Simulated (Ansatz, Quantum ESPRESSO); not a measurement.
# Conductance against width: a Si chain with one bond drawn out, part 3 of 5

Wanted: T at the Fermi level along a series, and its decay constant, for a Si chain with one bond drawn out.

Quantum ESPRESSO 7.5; plane-wave DFT, LDA, GBRV ultrasoft pseudopotentials; cross-check by Ansatz 0.2.0 with PAW datasets.

So far. Step 2 (Ground state, 0.5 Å): The run needed 19 iterations to bring the estimated error under 1e-07 Ry; the largest force on any atom, held or free, is 0.62 eV/Å.

### 4. The same in Ansatz, 0.5 Å

As a check, the same structure is run in Ansatz.

Level of this step: plane-wave DFT, LDA, Ansatz PAW (Ansatz 0.2.0).

File input.yaml:

```yaml
crystal:
  lattice:
    - [7.5, 0.0, 0.0]
    - [0.0, 7.5, 0.0]
    - [0.0, 0.0, 22.5]
  atoms:
    - { symbol: Si, position: [0.5, 0.5, 0.0] }
    - { symbol: Si, position: [0.5, 0.5, 0.0977777778] }
    - { symbol: Si, position: [0.5, 0.5, 0.1955555556] }
    - { symbol: Si, position: [0.5, 0.5, 0.2933333333] }
    - { symbol: Si, position: [0.5, 0.5, 0.3911111111] }
    - { symbol: Si, position: [0.5, 0.5, 0.5111111111] }
    - { symbol: Si, position: [0.5, 0.5, 0.6088888889] }
    - { symbol: Si, position: [0.5, 0.5, 0.7066666667] }
    - { symbol: Si, position: [0.5, 0.5, 0.8044444444] }
    - { symbol: Si, position: [0.5, 0.5, 0.9022222222] }
kpoints:
  mp_grid: { grid: [1, 1, 4] }
hamiltonian:
  xc: lda
scf:
  occupations: { method: fermi_dirac, width: 0.1 }
  convergence: { dr2_threshold: 1.0e-08 }
output:
  transmission:
    leads: [[0, 1]]
    e_range: [-2.0, 2.0]
    de: 0.05
    kmesh: [1, 1]
    reduced_basis: true
  write_potential: true
  write_density: true
  volumetric_format: npy
```

Launch:

```
ansatz run input.yaml --threads 4 --pin off --max-ram 8192MiB --backend cpu --events-out ev --progress --plain --runs-dir out
```

Numbers of over 12 decimals in the logs are rounded to 6 here.

The program printed:

```text
Engine: ansatz 0.2.0, aarch64-unknown-linux-gnu
Pseudopotentials: kind: paw
Pseudopotential: Si, paw, valence charge 4, recommended cutoff 420 eV (normal), Si.paw.azcp
Functional definition: SPW92
  exchange = slater_x
  correlation = pw_c
Crystal: 10 atoms, lattice volume = 1265.625 Å³
Basis set: ecut = 420 eV, 24723 PW (Γ)
Bands: 30, of which v1, the nominal top of the filled ones, is band 20 counted from 1 (19 counted from 0)
Symmetry: 16 space group operations
Space group: P4/mmm (ITA 123), of the structure as read, at distance tolerance 1.1e-4 Å
k-points: 3 of 4
Non-local potential: Si, projectors of the file, l = 0: 2, l = 1: 2, l = 2: 2
PAW form: soft (Blöchl's): semilocal exchange-correlation on the pseudo side does not see the compensation charge
PAW frozen core: Si, regenerated for the run's functional, and the local potential with it (the file was generated under x = pbe(κ = 0.804, μ = 0.219515), c = pbe(β = 0.066725))
PAW one-centre angular grid: Si, 110 points (default); XC on 64 Gauss nodes
Initial density: superposition of atomic densities (neutral atoms: chi_scale 0, normalization atom), corrected by the library's trained network
Initial wavefunctions: pseudopotential atomic-orbital guess
Functional: x = slater, c = lda
SCF iter   1: F=—  HF=-6063.451973 eV  |F-HF|=—  |Δ(HF+E_count)|=         —  Δρ=4.72e-3  dr2=7.02e-1  ethr=1.77e-3  ⟨swp⟩=9.0  Hψ=543  notcnv=0
preconditioner: auto → LDOS  [metal: Δε(μ)=0.147 eV  Ē_g=5.373 eV  σ=0.100 eV  W_gap=0.33  n_scr=74 (ndim 8)  ℏωp=6.6 eV  f_vac=0.569  D(μ)=9.76/eV (n_scr^D=28)  β→1.0]
SCF iter   2: F=—  HF=-6063.393710 eV  |F-HF|=—  |Δ(HF+E_count)|=   5.83e-2  Δρ=1.83e-3  dr2=1.37e-1  ethr=1.75e-3  ⟨swp⟩=4.0  Hψ=201  notcnv=0
SCF iter   3: F=—  HF=-6063.376951 eV  |F-HF|=—  |Δ(HF+E_count)|=   1.68e-2  Δρ=6.85e-4  dr2=3.42e-2  ethr=3.42e-4  ⟨swp⟩=2.3  Hψ=134  notcnv=0
SCF iter   4: F=—  HF=-6063.374115 eV  |F-HF|=—  |Δ(HF+E_count)|=   2.84e-3  Δρ=2.22e-4  dr2=1.26e-3  ethr=8.56e-5  ⟨swp⟩=2.3  Hψ=140  notcnv=0
SCF iter   5: F=—  HF=-6063.373863 eV  |F-HF|=—  |Δ(HF+E_count)|=   2.53e-4  Δρ=6.58e-5  dr2=1.14e-4  ethr=3.16e-6  ⟨swp⟩=2.7  Hψ=144  notcnv=0
SCF iter   6: F=—  HF=-6063.373857 eV  |F-HF|=—  |Δ(HF+E_count)|=   5.82e-6  Δρ=1.87e-5  dr2=1.21e-5  ethr=2.85e-7  ⟨swp⟩=1.3  Hψ=96  notcnv=0
SCF iter   7: F=—  HF=-6063.373847 eV  |F-HF|=—  |Δ(HF+E_count)|=   9.57e-6  Δρ=3.21e-6  dr2=3.17e-7  ethr=3.01e-8  ⟨swp⟩=2.7  Hψ=154  notcnv=0
SCF iter   8: F=—  HF=-6063.373690 eV  |F-HF|=—  |Δ(HF+E_count)|=   1.57e-4  Δρ=1.05e-6  dr2=5.01e-8  ethr=7.93e-10  ⟨swp⟩=2.0  Hψ=141  notcnv=0
SCF iter   9: F=-6063.373690 eV  HF=-6063.373690 eV  |F-HF|=1.61e-9  |Δ(HF+E_count)|=   4.66e-9  Δρ=3.57e-7  dr2=3.63e-9  ethr=2.50e-11  ⟨swp⟩=5.0  Hψ=275  notcnv=0
SCF 1 converged in 9 iterations: F = -6063.373690 eV  dr2 = 3.63e-9
  greatest PAW one-centre occupation: 0.725 electrons in one spin orbital (limit 2), on the Si atom at site 5 (counted from 0), in its partial waves of l = 0
transmission: 28 of 168 steps passed
transmission: 56 of 168 steps passed
[...]
transmission: 168 of 168 steps passed
WARN: The output density's exchange-correlation potential varies sharply where the density is thin. Do not read a vacuum level from v_tot or v_xc, or from such a field of the output density. On a cell that repeats whose density bears no net charge and no dipole along the vacuum's axis use v_es (v_loc + v_h of the components); under efield.dipole_correction with no amplitude use v_es + v_field, which holds any externa [...]
SCF converged after 9 iterations
Free energy (F): -6063.373690 eV
Harris-Foulkes:  -6063.373690 eV  (|F-HF|=1.61e-9)
Internal energy: -6063.055120 eV  (E = F + TS)
E sigma→0 (E₀):  -6063.214405 eV
Entropy (-TS):   -0.318570 eV (-31.857 meV/atom)
Fermi energy:    -3.422440 eV
--- Per-component energies (eV) ---
  E_band       = -294.004386
  E_kinetic    = 370.258037
  E_local      = -1738.557320  (includes V_loc(G=0)·N_el)
  E_nonlocal   = 274.780068
  E_hartree    = 630.782279
  E_xc         = -523.340260
  E_vxc        = -438.199041  (∫ρ·V_xc dr)
  E_paw        = -4856.405926  (= ΣΔE_a)
  E_vpaw       = -23.850841  (= ΣTr[D̂ρ^β])
  E_aug_tail   = 0.000068  (compensation charges beyond the density's cutoff)
  E_ewald      = -221.415374
  E_core_change = 0.843307  (= ΣΔE_core)
  E_smearing   = -0.318570  (= −TS)
  E_closure    = -0.000000  (closes the sum)
  Σ components = -6063.373690   (vs F -6063.373690, Δ=0.00e0)
--- Band table (eV) ---
  k-point 0: bands = [... 16 lower, -4.3078, -3.6592, -3.6592, -3.4941, -3.4941, -2.9899, -2.4898, -2.3796, ... 6 higher]
  k-point 1: bands = [... 16 lower, -4.2360, -3.8223, -3.8223, -3.4146, -3.2972, -3.2972, -2.6229, -2.6229, ... 6 higher]
  k-point 2: bands = [... 16 lower, -4.1441, -3.9525, -3.9525, -3.7734, -3.0909, -3.0909, -2.8571, -2.8571, ... 6 higher]
--- Transmission ---
  basis      : 497 plane waves across, 28 finite elements along
  points     : 1, standing for a mesh of 1 x 1
  energies   : 81 from -2.000000 to 2.000000 eV about the Fermi level, 0.050000 eV apart; the leads are filled to 0.000000 eV, and channels, transmission and decay are at 0.000000 eV
  crystal 0  : Si1, at the sites [0, 1], period 2.2000 Å, over 22.00 Å; its Hamiltonian steps by up to 34.2 meV: too much for a lead, lay more layers or, if its atoms are ordered, name the step of that order
    offset         : up to 0.0000 Å between an atom of the period and one for which it stands
    channels       : 3.000000e0 a spin
    conductance    : none, the energies end too early or step too widely for 300 K: set another output.transmission.e_range or a lower de, or, where they end at an eighth of basis.ecutwfc, a higher one
  junction   : crystal 0 to crystal 0, -0.40 to 19.90 Å
    transmission   : 2.222009e0 a spin
    error estimate : 3.290349e-5 a spin from the reduction of the transverse basis, at the most 9.991731e-5 at -1.050000 eV
    conductance    : none, the energies end too early or step too widely for 300 K: set another output.transmission.e_range or a lower de, or, where they end at an eighth of basis.ecutwfc, a higher one
```

Elapsed: 26 s, on 4 threads of Arm Neoverse V1, shared host; peak memory 1.2 GiB; 94 s of CPU time.

Numbers from this step:

| Quantity | Value |
| --- | --- |
| free energy | -6063.3737 eV |
| energy at zero smearing | -6063.2144 eV |
| smearing term TS | 0.3186 eV |
| Fermi energy | -3.422 eV |
| symmetry operations | 16 |
| transmission at the Fermi level, one spin | 2.222 |
| step of the lead's Hamiltonian over a period | 34.2 meV |

Per spin. Table of transmission by energy, zero at the Fermi level:

```tsv
energy (eV)	transmission
-2.000	0
-1.800	0
-1.600	0
-1.400	0
-1.200	0.226
-1.000	0.693
-0.800	1.25
-0.600	1.67
-0.400	2.00
-0.200	2.17
0.000	2.22
0.200	2.21
0.400	2.17
0.600	2.14
0.800	2.13
1.000	2.13
1.200	2.14
1.400	2.16
1.600	2.19
1.800	2.21
2.000	2.23
```

Per spin. Table of open channels by energy, zero at the Fermi level:

```tsv
energy (eV)	open channels
-2.00	0
-1.85	0
-1.70	0
-1.60	0
-1.45	0
-1.30	2
-1.15	2
-1.05	2
-0.90	3
-0.75	3
-0.60	3
-0.50	3
-0.35	3
-0.20	3
-0.05	3
0.00	3
0.05	3
0.20	3
0.35	3
0.50	3
0.60	3
0.75	3
0.90	3
1.05	3
1.15	3
1.30	3
1.45	3
1.60	3
1.70	3
1.85	3
2.00	3
```

Ansatz finds T = 2.22 against pwcond's 2.34.

### 5. Self-consistent run, 1.2 Å

Level of this step: plane-wave DFT, LDA, GBRV ultrasoft pseudopotentials (Quantum ESPRESSO 7.5).

File j1.scf.in:

```
&control
  prefix = 'j1.scf'
  outdir = './out'
  pseudo_dir = './pseudo'
  calculation = 'scf'
  tprnfor = .true.
/
&system
  ibrav = 0
  nat = 10
  ntyp = 1
  ecutwfc = 34
  ecutrho = 170
  occupations = 'smearing'
  smearing = 'mv'
  degauss = 0.01
/
&electrons
  conv_thr = 1e-07
  mixing_beta = 0.25
  electron_maxstep = 120
  mixing_mode = 'local-TF'
/
ATOMIC_SPECIES
  Si  28.0850  si_lda_v1.uspp.F.UPF
CELL_PARAMETERS angstrom
  7.50000000000000 0.00000000000000 0.00000000000000
  0.00000000000000 7.50000000000000 0.00000000000000
  0.00000000000000 0.00000000000000 23.20000000000000
ATOMIC_POSITIONS crystal
  Si  0.500000000000 0.500000000000 0.000000000000
  Si  0.500000000000 0.500000000000 0.094827586207
  Si  0.500000000000 0.500000000000 0.189655172414
  Si  0.500000000000 0.500000000000 0.284482758621
  Si  0.500000000000 0.500000000000 0.379310344828
  Si  0.500000000000 0.500000000000 0.525862068966
  Si  0.500000000000 0.500000000000 0.620689655172
  Si  0.500000000000 0.500000000000 0.715517241379
  Si  0.500000000000 0.500000000000 0.810344827586
  Si  0.500000000000 0.500000000000 0.905172413793
K_POINTS automatic
  1 1 3 0 0 0
```

Launch:

```
OMP_NUM_THREADS=1 mpirun -n 4 pw.x -nk 1 -in j1.scf.in > j1.scf.out
```

The program printed:

```text
[banner, memory and clock lines left out]
Program PWSCF v.7.5 starts
[...]
Message from routine setup:
[...]
number of electrons       =        40.00
     number of Kohn-Sham states=           24
     kinetic-energy cutoff     =      34.0000  Ry
     charge density cutoff     =     170.0000  Ry
[...]
number of k points=     2  Marzari-Vanderbilt smearing, width (Ry)=  0.0100
[...]
Dense  grid:   329625 G-vectors     FFT dimensions: (  60,  60, 192)
[...]
negative rho (up, down):  1.974E-05 0.000E+00
     Starting wfcs are   40 randomized atomic wfcs
[...]
negative rho (up, down):  9.574E-07 0.000E+00
[...]
estimated scf accuracy    <       0.51593803 Ry
[...]
negative rho (up, down):  1.579E-07 0.000E+00
[...]
estimated scf accuracy    <       0.35147715 Ry
[...]
estimated scf accuracy    <       0.06231842 Ry
[...]
estimated scf accuracy    <       0.07288977 Ry
[...]
estimated scf accuracy    <       0.03132387 Ry
[...]
estimated scf accuracy    <       0.01147668 Ry
[...]
estimated scf accuracy    <       0.00275849 Ry
[...]
negative rho (up, down):  5.923E-06 0.000E+00
[...]
estimated scf accuracy    <       0.00245399 Ry
[...]
negative rho (up, down):  3.079E-05 0.000E+00
[...]
estimated scf accuracy    <       0.00032507 Ry
[...]
negative rho (up, down):  2.226E-06 0.000E+00
[...]
estimated scf accuracy    <       0.00029141 Ry
[...]
negative rho (up, down):  1.803E-06 0.000E+00
[...]
estimated scf accuracy    <       0.00011350 Ry
[...]
negative rho (up, down):  4.668E-05 0.000E+00
[...]
estimated scf accuracy    <       0.00003219 Ry
[...]
negative rho (up, down):  3.546E-05 0.000E+00
[...]
estimated scf accuracy    <       0.00000717 Ry
[...]
negative rho (up, down):  1.926E-05 0.000E+00
[...]
estimated scf accuracy    <       0.00000505 Ry
[...]
negative rho (up, down):  4.840E-05 0.000E+00
[...]
estimated scf accuracy    <       0.00001320 Ry
[...]
negative rho (up, down):  5.130E-05 0.000E+00
[...]
estimated scf accuracy    <       0.00000693 Ry
[...]
negative rho (up, down):  5.556E-05 0.000E+00
[...]
estimated scf accuracy    <       0.00000185 Ry
[...]
negative rho (up, down):  5.387E-05 0.000E+00
[...]
estimated scf accuracy    <       0.00000069 Ry
[...]
negative rho (up, down):  5.006E-05 0.000E+00
[...]
estimated scf accuracy    <       0.00000023 Ry
[...]
negative rho (up, down):  4.960E-05 0.000E+00
[...]
estimated scf accuracy    <       0.00000019 Ry
[...]
negative rho (up, down):  4.458E-05 0.000E+00
[...]
the Fermi energy is    -3.4051 ev
!    total energy              =     -94.56336469 Ry
     estimated scf accuracy    <       0.00000008 Ry
     smearing contrib. (-TS)   =      -0.00028625 Ry
     internal energy E=F+TS    =     -94.56307844 Ry
[...]
one-electron contribution =     -84.10906984 Ry
     hartree contribution      =      46.67861610 Ry
     xc contribution           =     -40.91646598 Ry
     ewald contribution        =     -16.21615872 Ry
     convergence has been achieved in  21 iterations
     negative rho (up, down):  4.458E-05 0.000E+00
[...]
Total force =     0.035498     Total SCF correction =     0.000290
[...]
```

The job ended after 43 s (4 MPI ranks; peak memory 1.4 GiB).

This step gave:

* free energy: -1286.6001 eV
* Fermi energy: -3.405 eV

### 6. The open system, 1.2 Å

File j1.cond.in:

```
&inputcond
  outdir = './out'
  prefixt = 'j1.scf'
  tran_file = 'j1.cond.dat'
  bdl = 0.5866666667
  bds = 3.0933333333
  ikind = 1
  ewind = 4.0
  epsproj = 1e-05
  nz1 = 7
  energy0 = 2.0
  denergy = -0.1
/
1
  0.00000000 0.00000000 1.00000000
41
```

Launch:

```
OMP_NUM_THREADS=1 mpirun -n 4 pwcond.x -in j1.cond.in > j1.cond.out
```

The program printed:

```text
[banner, memory and clock lines left out]
Program PWCOND v.7.5 starts
[citation notice left out]

[...]
./out/j1.scf.save/

[...]
negative rho (up, down):  4.458E-05 0.000E+00
     Reading collected, re-writing distributed wavefunctions

===== INPUT FILE containing all the regions =====

     GEOMETRY:

     lattice parameter (alat)  =      14.1729  a.u.
     the volume                =    8806.5765 (a.u.)^3
     the cross section         =     200.8724 (a.u.)^2
     l of the unit cell        =       3.0933 (alat)
[...]
T_tot    -0.30000      0.10595E+01
   T_tot    -0.40000      0.88618E+00
   T_tot    -0.50000      0.73567E+00
   T_tot    -0.60000      0.60447E+00
   T_tot    -0.70000      0.48481E+00
   T_tot    -0.80000      0.36943E+00
   T_tot    -0.90000      0.25424E+00
   T_tot    -1.00000      0.13731E+00
   T_tot    -1.10000      0.78579E-01
   T_tot    -1.20000      0.55566E-01
   T_tot    -1.30000      0.28731E-01
   T_tot    -1.40000      0.00000E+00
   T_tot    -1.50000      0.00000E+00
   T_tot    -1.60000      0.00000E+00
   T_tot    -1.70000      0.00000E+00
   T_tot    -1.80000      0.00000E+00
   T_tot    -1.90000      0.00000E+00
   T_tot    -2.00000      0.00000E+00

[...]
```

Wall time 2 min (4 MPI ranks); peak memory 0.37 GiB.

This step gave:

```
transmission at the Fermi level, one spin : 0.7784
conductance                               : 0.7784 G₀
```

Per spin. The transmission by energy, zero at the Fermi level:

energy (eV), transmission and a bar:
```
    -2.00      0.000 
    -1.80      0.000 
    -1.60      0.000 
    -1.40      0.000 
    -1.20      0.028 #
    -1.00      0.069 ###
    -0.90      0.127 #####
    -0.70      0.242 #########
    -0.50      0.368 #############
    -0.30      0.530 ###################
    -0.10      0.713 ##########################
     0.00      0.778 #############################
     0.10      0.806 ##############################
     0.30      0.754 ############################
     0.50      0.655 ########################
     0.70      0.648 ########################
     0.90      0.642 ########################
     1.00      0.648 ########################
     1.20      0.671 #########################
     1.40      0.706 ##########################
     1.60      0.745 ###########################
     1.80      0.784 #############################
     2.00      0.819 ##############################
```

T goes from 2.34 to 0.778, a factor of 3.0.

### 7. Cross-check with Ansatz, 1.2 Å

Level of this step: plane-wave DFT, LDA, Ansatz PAW (Ansatz 0.2.0).

input.yaml, the sections that differ from step 4:

```yaml
crystal:
  lattice:
    - [7.5, 0.0, 0.0]
    - [0.0, 7.5, 0.0]
    - [0.0, 0.0, 23.2]
  atoms:
    - { symbol: Si, position: [0.5, 0.5, 0.0] }
    - { symbol: Si, position: [0.5, 0.5, 0.0948275862] }
    - { symbol: Si, position: [0.5, 0.5, 0.1896551724] }
    - { symbol: Si, position: [0.5, 0.5, 0.2844827586] }
    - { symbol: Si, position: [0.5, 0.5, 0.3793103448] }
    - { symbol: Si, position: [0.5, 0.5, 0.525862069] }
    - { symbol: Si, position: [0.5, 0.5, 0.6206896552] }
    - { symbol: Si, position: [0.5, 0.5, 0.7155172414] }
    - { symbol: Si, position: [0.5, 0.5, 0.8103448276] }
    - { symbol: Si, position: [0.5, 0.5, 0.9051724138] }
# kpoints, hamiltonian, scf, output: as in step 4
```

Launch:

```
ansatz run input.yaml --threads 4 --pin off --max-ram 8192MiB --backend cpu --events-out ev --progress --plain --runs-dir out
```

The program printed:

```text
[...]
Crystal: 10 atoms, lattice volume = 1305.000 Å³
Basis set: ecut = 420 eV, 25573 PW (Γ)
Bands: 30, of which v1, the nominal top of the filled ones, is band 20 counted from 1 (19 counted from 0)
Symmetry: 16 space group operations
[...]
k-points: 3 of 4
[...]
k-point 2: bands = [... 16 lower, -4.1749, -3.8295, -3.8295, -3.7112, -3.2046, -3.2046, -2.7281, -2.7281, ... 6 higher]
--- Transmission ---
  basis      : 497 plane waves across, 29 finite elements along
  points     : 1, standing for a mesh of 1 x 1
[...]
channels       : 3.000000e0 a spin
[...]
junction   : crystal 0 to crystal 0, -0.40 to 20.60 Å
    transmission   : 6.637817e-1 a spin
[...]
[key lines of the parts left out:]
SCF converged after 10 iterations
Free energy (F): -6063.017938 eV
Fermi energy:    -3.436023 eV
```

Elapsed: 27 s, on 4 threads; peak memory 1.2 GiB; 98 s of CPU time.

This step gave:

| Item | Value |
| --- | --- |
| free energy | -6063.0179 eV |
| energy at zero smearing | -6062.8409 eV |
| smearing term TS | 0.3540 eV |
| Fermi energy | -3.436 eV |
| transmission at the Fermi level, one spin | 0.6638 |
| step of the lead's Hamiltonian over a period | 41.7 meV |

Per spin. Transmission against energy, zero at the Fermi level:

```tsv
energy (eV)	transmission
-2.000	0
-1.800	0
-1.600	0
-1.400	0
-1.200	0.0211
-1.000	0.0628
-0.800	0.162
-0.600	0.282
-0.400	0.447
-0.200	0.601
0.000	0.664
0.200	0.656
0.400	0.634
0.600	0.624
0.800	0.629
1.000	0.647
1.200	0.673
1.400	0.705
1.600	0.739
1.800	0.776
2.000	0.813
```

Ansatz finds T = 0.664 against pwcond's 0.778.

(Part 3 of 5 ends here.)

[Logs are printed without paths, hosts, clocks, repeated set-up lines and the standing remarks that a program may print on its own settings, such as how far it seeks lower states.]

[Hosts, paths, dates, database ids (printed as entryN), source tags and the programs' standing remarks are cut or masked in the printed files.]

[Maps of the electrostatic potential energy from Ansatz leave out the sawtooth potential of an applied field or a dipole correction, so their vacuum need not be flat; planar profiles and work functions include it.]
